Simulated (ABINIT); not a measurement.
# Completion of the band sum in GW: Be3N2 (P6_3/mmc)

Wanted: gap and time of Be3N2 (P6_3/mmc) with truncated and completed band sums.

Main program and level: ABINIT 10.8.3; LDA and many-body steps on it, plane waves.

## (1) The system as given

Symmetry: P6_3/mmc, No. 194, hexagonal system. Conventional cell: a = 2.842 Å, b = 2.842 Å, c = 9.747 Å, α = 90.00°, β = 90.00°, γ = 120.00°. Nearest to Be lie 4 N at 1.67 to 1.81 Å. Nearest to Be lie 3 N at 1.64 Å. Nearest to N lie 6 Be at 1.81 Å. N has 5 Be at 1.64 to 1.67 Å nearest. Farther neighbours, and contacts between anions beyond the nearest, are not listed.

Structure file:

```cif
data_structure
_symmetry_space_group_name_H-M 'P6_3/mmc'
_symmetry_Int_Tables_number 194
_cell_length_a 2.8417
_cell_length_b 2.8417
_cell_length_c 9.7468
_cell_angle_alpha 90.000
_cell_angle_beta 90.000
_cell_angle_gamma 120.000
_cell_volume 68.16
loop_
_atom_site_label
_atom_site_type_symbol
_atom_site_symmetry_multiplicity
_atom_site_Wyckoff_symbol
_atom_site_fract_x
_atom_site_fract_y
_atom_site_fract_z
_atom_site_occupancy
Be1 Be 4 f 0.33333 0.66667 0.07849 1
Be2 Be 2 b 0.00000 0.00000 0.25000 1
N1 N 2 a 0.00000 0.00000 0.00000 1
N2 N 2 c 0.33333 0.66667 0.25000 1
```

The cell and positions are those that the Materials Project relaxed with its own functionals (PBE, PBE+U or r2SCAN), kept fixed.

## (2) Empty states on the mesh, 3×3×1 mesh, 126 bands

This step: ABINIT 10.8.3; DFT, LDA, plane waves, norm-conserving pseudopotentials.

The sums over transitions need many empty states on a uniform mesh; this step solves for them.

The input, run.abi:

```
acell 3*1.0 Angstrom
rprim 
  2.841679226310 0.000000000023 0.000000000000
  -1.420839613175 2.460966399380 0.000000000000
  0.000000000000 0.000000000000 9.746841010000
ntypat 2
znucl 4 7
natom 10
typat 1 1 1 1 1 1 2 2 2 2
xred 
  0.333333333333 0.666666666667 0.078485970000
  0.666666666667 0.333333333333 0.578485970000
  0.666666666667 0.333333333333 0.921514030000
  0.333333333333 0.666666666667 0.421514030000
  0.000000000000 0.000000000000 0.250000000000
  0.000000000000 0.000000000000 0.750000000000
  0.000000000000 0.000000000000 0.000000000000
  0.000000000000 0.000000000000 0.500000000000
  0.333333333333 0.666666666667 0.250000000000
  0.666666666667 0.333333333333 0.750000000000
pp_dirpath "pseudos"
pseudos "Be.upf, N.upf"
ecut 38
ngkpt 3 3 1
nshiftk 1
shiftk 0 0 0
kptopt 1
chksymbreak 0
iscf -2
irdden 1
istwfk *1
nband 126
nbdbuf 10
tolwfr 1e-09
nstep 60
prtvol 0
indata_prefix "in"
outdata_prefix "out"
tmpdata_prefix "tmp"
```

Launch:

```
OMP_NUM_THREADS=1 mpirun -n 4 abinit run.abi > log
```

What it wrote:

```text
.Version 10.8.3 of ABINIT. v10.8.2 released Aug 2026.

 Symmetries : space group P6_3/m m c (#194); Bravais hP (primitive hexag.)
[... echo of the input left out ...]
== DATASET  1 ==================================================================
-   mpi_nproc: 4, omp_nthreads: 1 (-1 if OMP is not activated)
-    --> not optimal distribution: autoparal keyword recommended in input file <--

--- !DatasetInfo
iteration_state: {dtset: 1, }
dimensions: {natom: 10, nkpt: 3, mband: 126, nsppol: 1, nspinor: 1, nspden: 1, mpw: 5169, }
cutoff_energies: {ecut:  38.0, pawecutdg:  -1.0, }
[...]
2.41608    2.41608    2.44765    2.45539    2.48375    2.48375    2.49248    2.51900
   2.51900    2.52497    2.52497    2.53373    2.53449    2.56903    2.59103    2.62357
   2.62360    2.63181    2.63456    2.63541    2.65639    2.66825
 prteigrs : prtvol=0 or 1, do not print more k-points.

== END DATASET(S) ==============================================================
================================================================================

 -outvars: echo values of variables after computation  --------
            nband         126
             nkpt           3
          spgroup         194
 [... the other variables as echoed above ...]

 Calculation completed.
```

Wall time 18 s (4 MPI ranks of Arm Neoverse V2, shared host); peak memory 0.33 GiB; 72 s of CPU time.

This step gave:

```yaml
gap: 4.608 eV
k_of_the_valence_top: 0, 0, 0
k_of_the_conduction_bottom: 0.3333, 0, 0
least_direct_gap: 5.687 eV
k_points_computed: 3
lowest_point_of_the_top_converged_band_above_the_valence_top: 60.3706 eV
```

On this mesh the gap is 4.608 eV.

The density comes from a self-consistent run that is not shown.

## (3) Screening, 3×3×1 mesh, 116 bands, screening to 152.4 eV

The RPA dielectric matrix is built and inverted for each q.

This step: RPA screening on LDA, plane waves, norm-conserving pseudopotentials.

run.abi: that of step 2 with these lines changed.

```diff
@@ -28,10 +28,11 @@
 chksymbreak 0
-iscf -2
-irdden 1
 istwfk *1
-nband 126
-nbdbuf 10
-tolwfr 1e-09
-nstep 60
-prtvol 0
+occopt 1
+irdwfk 1
+optdriver 3
+nband 116
+ecuteps 5.6
+inclvkb 2
+awtr 1
+symchi 1
 indata_prefix "in"
```

What it wrote:

```text
.Version 10.8.3 of ABINIT. v10.8.2 released Aug 2026.

 Symmetries : space group P6_3/m m c (#194); Bravais hP (primitive hexag.)
[... echo of the input left out ...]
== DATASET  1 ==================================================================
-   mpi_nproc: 4, omp_nthreads: 1 (-1 if OMP is not activated)

--- !DatasetInfo
iteration_state: {dtset: 1, }
dimensions: {natom: 10, nkpt: 3, mband: 116, nsppol: 1, nspinor: 1, nspden: 1, mpw: 5169, }
cutoff_energies: {ecut:  38.0, pawecutdg:  -1.0, }
electrons: {nelect:   4.40000000E+01, charge:   0.00000000E+00, occopt:   1.00000000E+00, tsmear:   1.00000000E-02, }

 SCREENING: Calculation of the susceptibility and dielectric matrices

 Based on a program developped by R.W. Godby, V. Olevano, G. Onida, and L. Reining.
 Incorporated in ABINIT by V. Olevano, G.-M. Rignanese, and M. Torrent.
.Using double precision arithmetic ; gwpc =  8

[... cell and pseudopotentials left out ...]
--------------------------------------------------------------------------------

 ==== K-mesh for the wavefunctions ====
 Number of points in the irreducible wedge :     3
[... list of points left out ...]
 Together with 24 symmetry operations and time-reversal symmetry
 yields     9 points in the full Brillouin Zone.

 ==== Q-mesh for the screening function ====
 Number of points in the irreducible wedge :     3
[... list of points left out ...]
 Together with 24 symmetry operations and time-reversal symmetry
 yields     9 points in the full Brillouin Zone.

 setmesh: FFT mesh size selected  =    18x   18x   72
          total number of points  =        23328

 vcoul_init : cutoff-mode = AUXILIARY_FUNCTION
 q-points for optical limit:   1
     1)      0.000010    0.000020    0.000030

- screening: taking advantage of time-reversal symmetry
- Maximum band index for partially occupied states nbvw = 22
- Remaining bands to be divided among processors   nbcw = 94
- Number of bands treated by each node ~23

 Number of electrons calculated from density =   44.0000; Expected =   44.0000
 average of density, n =  0.095656
 r_s =    1.3564
 omega_plasma =   29.8340 [eV]

 calculating chi0 at frequencies [eV] :
  1    0.000000E+00    0.000000E+00
  2    0.000000E+00    2.983399E+01

--------------------------------------------------------------------------------
  q-point number  1        q = ( 0.000000, 0.000000, 0.000000) [r.l.u.]
--------------------------------------------------------------------------------
[... chi0 elements left out ...]
 For q-point:  0.000010 0.000020 0.000030
  dielectric constant =   5.0550
  dielectric constant without local fields =   5.4853

  Average fulfillment of the sum rule on Im[epsilon] for q-point    1 :     69.20  [%]
[... wings left out ...]
  q-point number  2        q = ( 0.333333, 0.000000, 0.000000) [r.l.u.]
--------------------------------------------------------------------------------
[... chi0 elements left out ...]
  Average fulfillment of the sum rule on Im[epsilon] for q-point    2 :     66.50  [%]

 [... 1 further q-points ...]
```

Wall time 9.7 s (4 MPI ranks); peak memory 0.64 GiB; 39 s of CPU time.

Numbers from this step:

```yaml
eps_infinity_with_local_fields_on_this_mesh: 5.055
eps_infinity_without_local_fields_on_this_mesh: 5.485
plasma_frequency: 29.83 eV
plane_waves_in_the_screening_matrix: 277
```

Local fields lower ε∞ by 8 %. On a Γ-centred mesh this coarse the value itself is usually too large, while a short band sum pulls it down.

## (4) 116 bands

The self-energy is evaluated for the states that the input lists, and the quasiparticle equation is solved.

This step: G0W0 on LDA, plane waves, norm-conserving pseudopotentials.

run.abi: that of step 3 with these lines changed.

```diff
@@ -31,8 +31,17 @@
 irdwfk 1
-optdriver 3
+optdriver 4
 nband 116
+gwcalctyp 0
+ecutsigx 38
+symsigma 1
+nkptgw 2
+kptgw 
+  0.0000000000 0.0000000000 0.0000000000
+  0.3333333333 0.0000000000 0.0000000000
+bdgw 
+  21 24
+  21 24
 ecuteps 5.6
-inclvkb 2
-awtr 1
-symchi 1
+irdscr 1
+ppmodel 1
 indata_prefix "in"
```

What it wrote:

```text
.Version 10.8.3 of ABINIT. v10.8.2 released Aug 2026.

 Symmetries : space group P6_3/m m c (#194); Bravais hP (primitive hexag.)
[... echo of the input left out ...]
== DATASET  1 ==================================================================
-   mpi_nproc: 4, omp_nthreads: 1 (-1 if OMP is not activated)

--- !DatasetInfo
iteration_state: {dtset: 1, }
dimensions: {natom: 10, nkpt: 3, mband: 116, nsppol: 1, nspinor: 1, nspden: 1, mpw: 5169, }
cutoff_energies: {ecut:  38.0, pawecutdg:  -1.0, }
electrons: {nelect:   4.40000000E+01, charge:   0.00000000E+00, occopt:   1.00000000E+00, tsmear:   1.00000000E-02, }

 SIGMA: Calculation of the GW corrections

 Based on a program developped by R.W. Godby, V. Olevano, G. Onida, and L. Reining.
 Incorporated in ABINIT by V. Olevano, G.-M. Rignanese, and M. Torrent.
.Using double precision arithmetic ; gwpc =  8

[... cell and pseudopotentials left out ...]
--------------------------------------------------------------------------------

 ==== K-mesh for the wavefunctions ====
 Number of points in the irreducible wedge :     3
[... list of points left out ...]
 Together with 24 symmetry operations and time-reversal symmetry
 yields     9 points in the full Brillouin Zone.

 ==== Q-mesh for screening function ====
 Number of points in the irreducible wedge :     3
[... list of points left out ...]
 Together with 24 symmetry operations and time-reversal symmetry
 yields     9 points in the full Brillouin Zone.

 vcoul_init : cutoff-mode = AUXILIARY_FUNCTION
 q-points for optical limit:   1
     1)      0.000010    0.000020    0.000030
 setmesh: FFT mesh size selected  =    25x   25x  108
          total number of points  =        67500

 Number of electrons calculated from density =   44.0000; Expected =   44.0000
 average of density, n =  0.095656
 r_s =    1.3564
 omega_plasma =   29.8340 [eV]

 === KS Band Gaps ===
  >>>> For spin  1
   Minimum direct gap =   5.6865 [eV], located at k-point      :   0.3333  0.0000  0.0000
   Fundamental gap    =   4.6081 [eV], Top of valence bands at :   0.0000  0.0000  0.0000
                                       Bottom of conduction at :   0.3333  0.0000  0.0000
 SIGMA fundamental parameters:
 PLASMON POLE MODEL  1
 number of plane-waves for SigmaX                 5169
 number of plane-waves for SigmaC and W            277
 number of plane-waves for wavefunctions          5169
 number of bands                                   116
 number of independent spin polarizations            1
 number of spinorial components                      1
 number of k-points in IBZ                           3
 number of q-points in IBZ                           3
 number of symmetry operations                      24
 number of k-points in BZ                            9
 number of q-points in BZ                            9
 number of frequencies for dSigma/dE                 9
 frequency step for dSigma/dE [eV]                0.25
 number of omega for Sigma on real axis              0
 max omega for Sigma on real axis  [eV]           0.00
 zcut for avoiding poles [eV]                     0.10

 EPSILON^-1 parameters (SCR file):
 dimension of the eps^-1 matrix on file            277
 dimension of the eps^-1 matrix used               277
 number of plane-waves for wavefunctions          5169
 number of bands                                   116
 number of q-points in IBZ                           3
 number of frequencies                               2
 number of real frequencies                          1
 number of imag frequencies                          1

 matrix elements of self-energy operator (all in [eV])

 Perturbative Calculation

--- !SelfEnergy_ee
iteration_state: {dtset: 1, }
kpoint     : [   0.000,    0.000,    0.000, ]
spin       : 1
KS_gap     :    6.249
QP_gap     :    7.841
Delta_QP_KS:    1.591
data: !SigmaeeData |
     Band     E0 <VxcDFT>   SigX SigC(E0)      Z dSigC/dE  Sig(E)    E-E0       E
       21   5.898 -17.644 -21.926   3.720   0.806  -0.240 -18.097  -0.453   5.445
       22   5.898 -17.644 -21.926   3.720   0.806  -0.240 -18.097  -0.453   5.445
       23  12.147 -13.850  -7.994  -4.470   0.821  -0.217 -12.712   1.138  13.286
       24  13.083 -14.241  -7.750  -4.803   0.818  -0.223 -12.861   1.380  14.462

--- !SelfEnergy_ee
iteration_state: {dtset: 1, }
kpoint     : [   0.333,    0.000,    0.000, ]
spin       : 1
KS_gap     :    5.686
QP_gap     :    7.397
Delta_QP_KS:    1.710
data: !SigmaeeData |
     Band     E0 <VxcDFT>   SigX SigC(E0)      Z dSigC/dE  Sig(E)    E-E0       E
       21   4.571 -16.549 -20.602   3.466   0.806  -0.241 -17.022  -0.474   4.098
       22   4.820 -17.033 -21.525   3.811   0.805  -0.242 -17.581  -0.548   4.272
       23  10.506 -12.122  -6.619  -4.114   0.837  -0.195 -10.959   1.162  11.669
       24  11.848 -12.247  -6.507  -4.271   0.836  -0.197 -11.020   1.227  13.075

== END DATASET(S) ==============================================================
================================================================================

 -outvars: echo values of variables after computation  --------
           etotal      0.0000000000E+00
            nband         116
             nkpt           3
          spgroup         194
 [... the other variables as echoed above ...]

 Calculation completed.
```

The job ended after 5.7 s (4 MPI ranks; peak memory 0.56 GiB; 22 s of CPU time).

Numbers from this step:

```yaml
g0w0_gap_on_the_mesh: 6.224 eV
starting_gap_on_the_mesh: 4.608 eV
k_of_the_valence_top: 0, 0, 0
k_of_the_conduction_bottom: 0.3333, 0, 0
z_at_the_valence_top: 0.806
z_at_the_conduction_bottom: 0.837
least_direct_g0w0_gap_on_the_computed_points: 7.397 eV
```

The gap on the mesh goes from 4.61 eV to 6.22 eV, a correction of +1.62 eV.

## (5) Screening, 3×3×1 mesh, 30 bands, screening to 152.4 eV

This step: RPA screening on LDA, plane waves, norm-conserving pseudopotentials.

run.abi: that of step 4 with these lines changed.

```diff
@@ -31,17 +31,8 @@
 irdwfk 1
-optdriver 4
-nband 116
-gwcalctyp 0
-ecutsigx 38
-symsigma 1
-nkptgw 2
-kptgw 
-  0.0000000000 0.0000000000 0.0000000000
-  0.3333333333 0.0000000000 0.0000000000
-bdgw 
-  21 24
-  21 24
+optdriver 3
+nband 30
 ecuteps 5.6
-irdscr 1
-ppmodel 1
+inclvkb 2
+awtr 1
+symchi 1
 indata_prefix "in"
```

What it wrote:

```text
.Version 10.8.3 of ABINIT. v10.8.2 released Aug 2026.

 Symmetries : space group P6_3/m m c (#194); Bravais hP (primitive hexag.)
[... echo of the input left out ...]
== DATASET  1 ==================================================================
-   mpi_nproc: 4, omp_nthreads: 1 (-1 if OMP is not activated)

--- !DatasetInfo
iteration_state: {dtset: 1, }
dimensions: {natom: 10, nkpt: 3, mband: 30, nsppol: 1, nspinor: 1, nspden: 1, mpw: 5169, }
cutoff_energies: {ecut:  38.0, pawecutdg:  -1.0, }
electrons: {nelect:   4.40000000E+01, charge:   0.00000000E+00, occopt:   1.00000000E+00, tsmear:   1.00000000E-02, }

 SCREENING: Calculation of the susceptibility and dielectric matrices

 Based on a program developped by R.W. Godby, V. Olevano, G. Onida, and L. Reining.
 Incorporated in ABINIT by V. Olevano, G.-M. Rignanese, and M. Torrent.
.Using double precision arithmetic ; gwpc =  8

[... cell and pseudopotentials left out ...]
--------------------------------------------------------------------------------

 ==== K-mesh for the wavefunctions ====
 Number of points in the irreducible wedge :     3
[... list of points left out ...]
 Together with 24 symmetry operations and time-reversal symmetry
 yields     9 points in the full Brillouin Zone.

 ==== Q-mesh for the screening function ====
 Number of points in the irreducible wedge :     3
[... list of points left out ...]
 Together with 24 symmetry operations and time-reversal symmetry
 yields     9 points in the full Brillouin Zone.

 setmesh: FFT mesh size selected  =    18x   18x   72
          total number of points  =        23328

 vcoul_init : cutoff-mode = AUXILIARY_FUNCTION
 q-points for optical limit:   1
     1)      0.000010    0.000020    0.000030

- screening: taking advantage of time-reversal symmetry
- Maximum band index for partially occupied states nbvw = 22
- Remaining bands to be divided among processors   nbcw = 8
- Number of bands treated by each node ~2

 Number of electrons calculated from density =   44.0000; Expected =   44.0000
 average of density, n =  0.095656
 r_s =    1.3564
 omega_plasma =   29.8340 [eV]

 calculating chi0 at frequencies [eV] :
  1    0.000000E+00    0.000000E+00
  2    0.000000E+00    2.983399E+01

--------------------------------------------------------------------------------
  q-point number  1        q = ( 0.000000, 0.000000, 0.000000) [r.l.u.]
--------------------------------------------------------------------------------
[... chi0 elements left out ...]
 For q-point:  0.000010 0.000020 0.000030
  dielectric constant =   4.4286
  dielectric constant without local fields =   4.6625

  Average fulfillment of the sum rule on Im[epsilon] for q-point    1 :     22.74  [%]
[... wings left out ...]
  q-point number  2        q = ( 0.333333, 0.000000, 0.000000) [r.l.u.]
--------------------------------------------------------------------------------
[... chi0 elements left out ...]
  Average fulfillment of the sum rule on Im[epsilon] for q-point    2 :     14.08  [%]

 [... 1 further q-points ...]
```

Run time: 3.2 s. Hardware: 4 MPI ranks; peak memory 0.54 GiB.

Read from the output:

```yaml
eps_infinity_with_local_fields_on_this_mesh: 4.429
eps_infinity_without_local_fields_on_this_mesh: 4.662
plasma_frequency: 29.83 eV
plane_waves_in_the_screening_matrix: 277
```

[end of part 1 of 2]

[Long decimals in the printed logs are rounded to 6 places.]

[Logs are printed without paths, hosts, clocks, repeated set-up lines and the standing remarks that a program may print on its own settings, such as how far it seeks lower states.]

[Paths, hosts, dates, memory and timing lines, banners, echoed tables and standing remarks are left out of the program output; an Ansatz launch command may be rebuilt from the run's recorded settings. Measured values are a selection of at most five: reports struck by readers or far from the other reports are left out. None is set beside runs whose start may be inverted or whose files or cutoffs have a known fault.]

[Runs of the session that timed out or met a known fault of the program may be left out.]

[Hosts, paths, dates, database ids (printed as entryN), source tags and the programs' standing remarks are cut or masked in the printed files.]

[G0W0 gaps are taken among the corrected bands and points alone; a level outside them can change the order at an edge.]

[Where Ansatz stands beside ABINIT at settings called matched, ABINIT's density can come from a denser mesh and the files from another edition; pairs whose starting gaps differed by over 0.03 eV were left out, so agreement reads better than it is.]
